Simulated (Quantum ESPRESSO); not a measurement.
## Au (Gold): phonons by linear response

How does Au (Gold) vibrate, and is this structure a minimum?

Program: Quantum ESPRESSO 7.5. Level of theory: DFT LDA, scalar-relativistic, plane waves, GBRV ultrasoft pseudopotentials. Results are calculated unless marked as measured.

The database entry behind the starting cell differs from later determinations by our own check (0.1 to 0.3 % short, probably kX units), so it need not match the best structure at ambient conditions.

## Step 1: Starting point

Symmetry: Fm-3m, No. 225, cubic system. The conventional cell has a = 4.070 Å, b = 4.070 Å, c = 4.070 Å, α = 90.00°, β = 90.00°, γ = 90.00°. Nearest to Au lie 12 Au at 2.88 Å.

## Step 2: A probe with smearing

A cheap run with smearing and empty bands tells whether the crystal has a gap, which decides between fixed occupations and smearing later on.

File probe.in:

```
&CONTROL
  calculation = 'scf'
  prefix      = 'x'
  outdir      = './tmp'
  pseudo_dir  = './pseudo'
  tprnfor     = .true.
  tstress     = .true.
  verbosity   = 'high'
/
&SYSTEM
  ibrav       = 0
  nat         = 1
  ntyp        = 1
  ecutwfc     = 40.0
  ecutrho     = 240.0
  occupations = 'smearing'
  smearing    = 'gaussian'
  degauss     = 0.01
/
&ELECTRONS
  conv_thr         = 1.0d-07
  mixing_beta      = 0.7
  electron_maxstep = 100
/
ATOMIC_SPECIES
 Au    196.9666  Au.upf
CELL_PARAMETERS angstrom
     0.000000000    2.035000000    2.035000000
     2.035000000    0.000000000    2.035000000
     2.035000000    2.035000000    0.000000000
ATOMIC_POSITIONS crystal
 Au     0.000000000   0.000000000   0.000000000
K_POINTS automatic
 8 8 8 0 0 0
```

Command:

```console
OMP_NUM_THREADS=1 mpirun -n 4 pw.x -nk 4 -in probe.in > probe.out
```

The program printed:

```text
[banners, grids, parts of the stress and lines that vanish by symmetry left out]
Program PWSCF v.7.5
     Message from routine setup:
     using ibrav=0 with symmetry is DISCOURAGED, use correct ibrav instead
[...]
kinetic-energy cutoff     =      40.0000  Ry
     charge density cutoff     =     240.0000  Ry
     scf convergence threshold =      1.0E-07
[...]
Exchange-correlation= SLA  PZ   NOGX NOGC
                           (   1   1   0   0   0   0   0)
[...]
48 Sym. Ops., with inversion, found
[...]
(     0          1          0      )
                  (     0          0          1      )
[...]
( -0.0000000  1.0000000  0.0000000 )
                  ( -0.0000000  0.0000000  1.0000000 )
[...]
(     1          0         -1      )
                  (     0          0         -1      )
[...]
(  1.0000000 -0.0000000 -0.0000000 )
                  (  0.0000000 -1.0000000 -0.0000000 )
[...]
(    -1          1          0      )
                  (     0          1         -1      )
[...]
( -1.0000000  0.0000000 -0.0000000 )
                  ( -0.0000000  1.0000000 -0.0000000 )
[...]
number of k points=    29  Gaussian smearing, width (Ry)=  0.0100
[...]
End of self-consistent calculation
[...]
the Fermi energy is    15.4486 ev
!    total energy              =    -114.91420712 Ry
[...]
convergence has been achieved in   6 iterations
[...]
atom    1 type  1   force =     0.00000000    0.00000000    0.00000000
[...]
Total force =     0.000000     Total SCF correction =     0.000000
[...]
total   stress  (Ry/bohr**3)                   (kbar)     P=      -24.22
[...]
XML data file, charge density, pseudopotentials, collected wavefunctions

   JOB DONE.
```

Wall time 4.2 s (4 MPI ranks of Intel Xeon at 2.50GHz (Skylake/Cascade Lake), shared host); 15 s of CPU time.

This step gave:

```
volume per atom   : 16.85 Å³
pressure          : -2.422 GPa
gap on the k-mesh : 0 eV
```

No gap opens on this mesh, so smearing is kept; the start stands at -2.4 GPa.

## Step 3: Relaxing the cell and atoms

The relaxation runs at a cutoff a fifth above that of the response, since stress converges more slowly with the basis than frequencies do. Forces and stress are brought to rest with tight thresholds.

File relax.in:

```
&CONTROL
  calculation   = 'vc-relax'
  prefix        = 'x'
  outdir        = './tmp'
  pseudo_dir    = './pseudo'
  tprnfor       = .true.
  tstress       = .true.
  forc_conv_thr = 2.0d-05
  etot_conv_thr = 1.0d-07
  nstep         = 40
/
&SYSTEM
  ibrav       = 0
  nat         = 1
  ntyp        = 1
  ecutwfc     = 48
  ecutrho     = 288.0
  occupations = 'smearing'
  smearing    = 'mv'
  degauss     = 0.02
/
&ELECTRONS
  conv_thr         = 1.0d-11
  mixing_beta      = 0.7
  electron_maxstep = 100
/
&IONS
/
&CELL
  press_conv_thr = 0.2
/
ATOMIC_SPECIES
 Au    196.9666  Au.upf
CELL_PARAMETERS angstrom
     0.000000000    2.035000000    2.035000000
     2.035000000    0.000000000    2.035000000
     2.035000000    2.035000000    0.000000000
ATOMIC_POSITIONS crystal
 Au     0.000000000   0.000000000   0.000000000
K_POINTS automatic
 16 16 16 0 0 0
```

Command:

```console
OMP_NUM_THREADS=1 mpirun -n 4 pw.x -nk 4 -in relax.in > relax.out
```

The program printed:

```text
[banners, grids, parts of the stress and lines that vanish by symmetry left out]
[banner, memory and clock lines left out]
Program PWSCF v.7.5

[...]
kinetic-energy cutoff     =      48.0000  Ry
     charge density cutoff     =     288.0000  Ry
     scf convergence threshold =      1.0E-11
[...]
energy convergence thresh.=      1.0E-07
     force convergence thresh. =      2.0E-05
     press convergence thresh. =      2.0E-01
     Exchange-correlation= SLA  PZ   NOGX NOGC
                           (   1   1   0   0   0   0   0)
[...]
48 Sym. Ops., with inversion, found
[...]
number of k points=   145  Marzari-Vanderbilt smearing, width (Ry)=  0.0200
[...]
c_bands:  1 eigenvalues not converged
[...]
End of self-consistent calculation
[...]
the Fermi energy is    15.4548 ev
!    total energy              =    -114.91707114 Ry
[...]
convergence has been achieved in   9 iterations
[...]
atom    1 type  1   force =     0.00000000    0.00000000    0.00000000
     Total force =     0.000000     Total SCF correction =     0.000000
[...]
total   stress  (Ry/bohr**3)                   (kbar)     P=      -35.17
[...]
number of bfgs steps    =   0
[...]
CELL_PARAMETERS (angstrom)
[...]
ATOMIC_POSITIONS (crystal)
Au               0.0000000000        0.0000000000        0.0000000000
[...]
New effective cutoffs (rho, wfc):  289.08   48.58
[...]
End of self-consistent calculation
[...]
the Fermi energy is    15.8879 ev
!    total energy              =    -114.91732644 Ry
[...]
convergence has been achieved in   6 iterations
[...]
atom    1 type  1   force =     0.00000000    0.00000000    0.00000000
     Total force =     0.000000     Total SCF correction =     0.000000
[...]
total   stress  (Ry/bohr**3)                   (kbar)     P=       -1.40
[...]
number of bfgs steps    =   1
[...]
CELL_PARAMETERS (angstrom)
[...]
ATOMIC_POSITIONS (crystal)
Au               0.0000000000        0.0000000000        0.0000000000
[...]
New effective cutoffs (rho, wfc):  289.23   48.60
[...]
End of self-consistent calculation
[...]
the Fermi energy is    15.9059 ev
!    total energy              =    -114.91732682 Ry
[...]
convergence has been achieved in   5 iterations
[...]
atom    1 type  1   force =     0.00000000    0.00000000    0.00000000
     Total force =     0.000000     Total SCF correction =     0.000000
[...]
total   stress  (Ry/bohr**3)                   (kbar)     P=        0.05
[...]
number of bfgs steps    =   2
[...]
small trust_radius: resetting bfgs history
[...]
CELL_PARAMETERS (angstrom)
[...]
ATOMIC_POSITIONS (crystal)
Au               0.0000000000        0.0000000000        0.0000000000
[...]
New effective cutoffs (rho, wfc):  289.22   48.60
[...]
End of self-consistent calculation
[...]
the Fermi energy is    15.9052 ev
!    total energy              =    -114.91732682 Ry
[...]
convergence has been achieved in   3 iterations
[...]
atom    1 type  1   force =     0.00000000    0.00000000    0.00000000
     Total force =     0.000000     Total SCF correction =     0.000000
[...]
total   stress  (Ry/bohr**3)                   (kbar)     P=        0.00
[...]
bfgs converged in   4 scf cycles and   3 bfgs steps
[...]
End of BFGS Geometry Optimization
     Final enthalpy           =    -114.9173268182 Ry
     File ./tmp/x.bfgs deleted, as requested
[...]
CELL_PARAMETERS (angstrom)
[...]
ATOMIC_POSITIONS (crystal)
Au               0.0000000000        0.0000000000        0.0000000000
[...]
Final scf calculation at the relaxed structure.
[...]
kinetic-energy cutoff     =      48.0000  Ry
     charge density cutoff     =     288.0000  Ry
     scf convergence threshold =      1.0E-13
[...]
press convergence thresh. =      2.0E-01
     Exchange-correlation= SLA  PZ   NOGX NOGC
                           (   1   1   0   0   0   0   0)
[...]
48 Sym. Ops., with inversion, found
[...]
number of k points=   145  Marzari-Vanderbilt smearing, width (Ry)=  0.0200
[...]
c_bands:  2 eigenvalues not converged
     c_bands:  3 eigenvalues not converged
     c_bands:  2 eigenvalues not converged
[...]
c_bands:  1 eigenvalues not converged
[...]
c_bands:  1 eigenvalues not converged
[...]
End of self-consistent calculation
[...]
the Fermi energy is    15.9053 ev
!    total energy              =    -114.91731610 Ry
[...]
convergence has been achieved in  10 iterations
[...]
atom    1 type  1   force =     0.00000000    0.00000000    0.00000000
     Total force =     0.000000     Total SCF correction =     0.000000
[...]
total   stress  (Ry/bohr**3)                   (kbar)     P=       -0.08
[...]
XML data file, charge density, pseudopotentials, collected wavefunctions
```

Run time: 39 s. Hardware: 4 MPI ranks; 2.6 min of CPU time.

Step by step:

```csv
step,energy less that of the first step (eV),largest force (eV/Å),pressure (GPa),volume (Å³)
1,0.0000,0.0000,-3.52,16.85
2,-0.0035,0.0000,-0.14,16.55
3,-0.0035,0.0000,0.01,16.54
4,-0.0035,0.0000,0.00,16.54
5,-0.0033,0.0000,-0.01,16.54
```

```csv
"conventional cell, symmetrised",before,after,change
a (Å),4.070,4.045,-0.6 %
b (Å),4.070,4.045,-0.6 %
c (Å),4.070,4.045,-0.6 %
volume (Å³/atom),16.85,16.54,-1.9 %
```

The relaxed structure:

```xyz
1
Lattice="0.0000 2.0224 2.0224 2.0224 0.0000 2.0224 2.0224 2.0224 0.0000" Properties=species:S:1:pos:R:3 pbc="T T T"
Au    0.0000    0.0000    0.0000
```

The last row of the table of steps is pw.x's closing run on a basis chosen anew for the final cell, so its energy can jump.

Numbers from this step:

* volume per atom: 16.54 Å³
* pressure: -0.008 GPa

The volume changes by -1.9 % from the cell with which this run began.

## Step 4: Self-consistent run for the response

Perturbation theory inherits every error of the wavefunctions, so the threshold is set near the limit of the arithmetic. Smearing stays on, as the first look found no gap above 0.3 eV.

File scf.in:

```
&CONTROL
  calculation = 'scf'
  prefix      = 'x'
  outdir      = './tmp'
  pseudo_dir  = './pseudo'
  tprnfor     = .true.
  tstress     = .true.
/
&SYSTEM
  ibrav       = 0
  nat         = 1
  ntyp        = 1
  ecutwfc     = 40.0
  ecutrho     = 240.0
  occupations = 'smearing'
  smearing    = 'mv'
  degauss     = 0.02
/
&ELECTRONS
  conv_thr         = 1.0d-12
  mixing_beta      = 0.7
  electron_maxstep = 100
/
ATOMIC_SPECIES
 Au    196.9666  Au.upf
CELL_PARAMETERS angstrom
     0.000000000    2.022358054    2.022358054
     2.022358054    0.000000000    2.022358054
     2.022358054    2.022358054    0.000000000
ATOMIC_POSITIONS crystal
 Au     0.000000000   0.000000000   0.000000000
K_POINTS automatic
 16 16 16 0 0 0
```

Command:

```console
OMP_NUM_THREADS=1 mpirun -n 4 pw.x -nk 4 -in scf.in > scf.out
```

The program printed:

```text
[banners, grids, parts of the stress and lines that vanish by symmetry left out]
[banner, memory and clock lines left out]
Program PWSCF v.7.5

[...]
kinetic-energy cutoff     =      40.0000  Ry
     charge density cutoff     =     240.0000  Ry
     scf convergence threshold =      1.0E-12
[...]
Exchange-correlation= SLA  PZ   NOGX NOGC
                           (   1   1   0   0   0   0   0)
[...]
48 Sym. Ops., with inversion, found
[...]
number of k points=   145  Marzari-Vanderbilt smearing, width (Ry)=  0.0200
[...]
c_bands:  1 eigenvalues not converged
[...]
c_bands:  1 eigenvalues not converged
[...]
c_bands:  1 eigenvalues not converged
[...]
End of self-consistent calculation
[...]
the Fermi energy is    15.9053 ev
!    total energy              =    -114.91714955 Ry
[...]
convergence has been achieved in   9 iterations
[...]
atom    1 type  1   force =     0.00000000    0.00000000    0.00000000
     Total force =     0.000000     Total SCF correction =     0.000000
[...]
total   stress  (Ry/bohr**3)                   (kbar)     P=        0.45
[...]
XML data file, charge density, pseudopotentials, collected wavefunctions
```

Run time: 11 s. Hardware: 4 MPI ranks.

Numbers from this step:

```yaml
pressure: 0.04500 GPa
```

The cell stands at 0.045 GPa, close enough for phonons.

[end of part 1 of 3]

[Host names and launcher messages were left out of these logs when they were recorded.]

[Logs are printed without paths, hosts, clocks, repeated set-up lines and the standing remarks that a program may print on its own settings, such as how far it seeks lower states.]

[Hosts, paths, dates, database ids (printed as entryN), source tags and the programs' standing remarks are cut or masked in the printed files.]
